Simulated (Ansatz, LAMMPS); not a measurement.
# What went wrong? ionic liquid BMIM+ methanesulfonate with water at 400 K (108 atoms)

Program: Ansatz 0.2.0. The cell: 27 C, 6 N, 60 H, 3 S and 12 O.

File input.yaml:

```yaml
crystal:
  lattice:
    - [10.30999, 0.0, 0.0]
    - [0.0, 10.30999, 0.0]
    - [0.0, 0.0, 10.30999]
  atoms:
    - { symbol: C, position: [0.307, 0.94747, 0.84525] }
    - { symbol: C, position: [0.2654, 0.99103, 0.71229] }
    - { symbol: C, position: [0.17617, 0.11074, 0.71252] }
    - { symbol: C, position: [0.12893, 0.14042, 0.57423] }
    - { symbol: "N", position: [0.23973, 0.16562, 0.49465] }
    - { symbol: C, position: [0.31288, 0.27499, 0.49564] }
    - { symbol: C, position: [0.41386, 0.2566, 0.41808] }
    - { symbol: "N", position: [0.41212, 0.13004, 0.37579] }
    - { symbol: C, position: [0.49508, 0.0592, 0.28374] }
    - { symbol: C, position: [0.30477, 0.07736, 0.4213] }
    - { symbol: H, position: [0.37663, 0.01919, 0.88693] }
    - { symbol: H, position: [0.35667, 0.8554, 0.84484] }
    - { symbol: H, position: [0.21812, 0.9487, 0.90748] }
    - { symbol: H, position: [0.21802, 0.91174, 0.6563] }
    - { symbol: H, position: [0.35728, 0.01814, 0.65779] }
    - { symbol: H, position: [0.09651, 0.09991, 0.77846] }
    - { symbol: H, position: [0.23175, 0.19484, 0.74132] }
    - { symbol: H, position: [0.06533, 0.05349, 0.53887] }
    [... 84 atom lines left out ...]
    - { symbol: O, position: [0.37789, 0.34337, 0.92499] }
    - { symbol: H, position: [0.41016, 0.40842, 0.86068] }
    - { symbol: H, position: [0.34635, 0.38931, 0.00438] }
    - { symbol: O, position: [0.03073, 0.06522, 0.11692] }
    - { symbol: H, position: [0.01848, 0.97917, 0.15996] }
    - { symbol: H, position: [0.95738, 0.08142, 0.05557] }
kpoints:
  mp_grid: { grid: [1, 1, 1] }
hamiltonian:
  xc: pbe
  dispersion: d3bj
scf:
  occupations: { method: tetrahedron }
  eigensolver: { kind: { support_functions: { accuracy: low } } }
  max_iter: 75
output:
  forces: true
```

On the command line:

```console
> ansatz run input.yaml --threads 4 --pin off --max-ram 8192MiB --backend cpu --events-out ev --progress --plain --runs-dir out
```

What it wrote:

```text
Error: scf.eigensolver.kind.support_functions with scf.occupations.method: tetrahedron|tetrahedron_uncorrected — tetrahedra are not implemented on support functions; set another scf.occupations.method, or use scf.eigensolver.kind: auto
```

It took 0.03 s on 4 threads of Arm Neoverse V1, shared host; peak memory 0.032 GiB.

Q: Name the fault and the fix.

Tetrahedra on support functions: basis.ecutwfc removed, support_functions.accuracy = "low" and scf.occupations.method = "tetrahedron".

The fix is to go back to the occupations of the reference.

The program refused it before any cycle.

[Logs are printed without paths, hosts, clocks, repeated set-up lines and the standing remarks that a program may print on its own settings, such as how far it seeks lower states.]

[Hosts, paths, dates, database ids (printed as entryN), source tags and the programs' standing remarks are cut or masked in the printed files.]
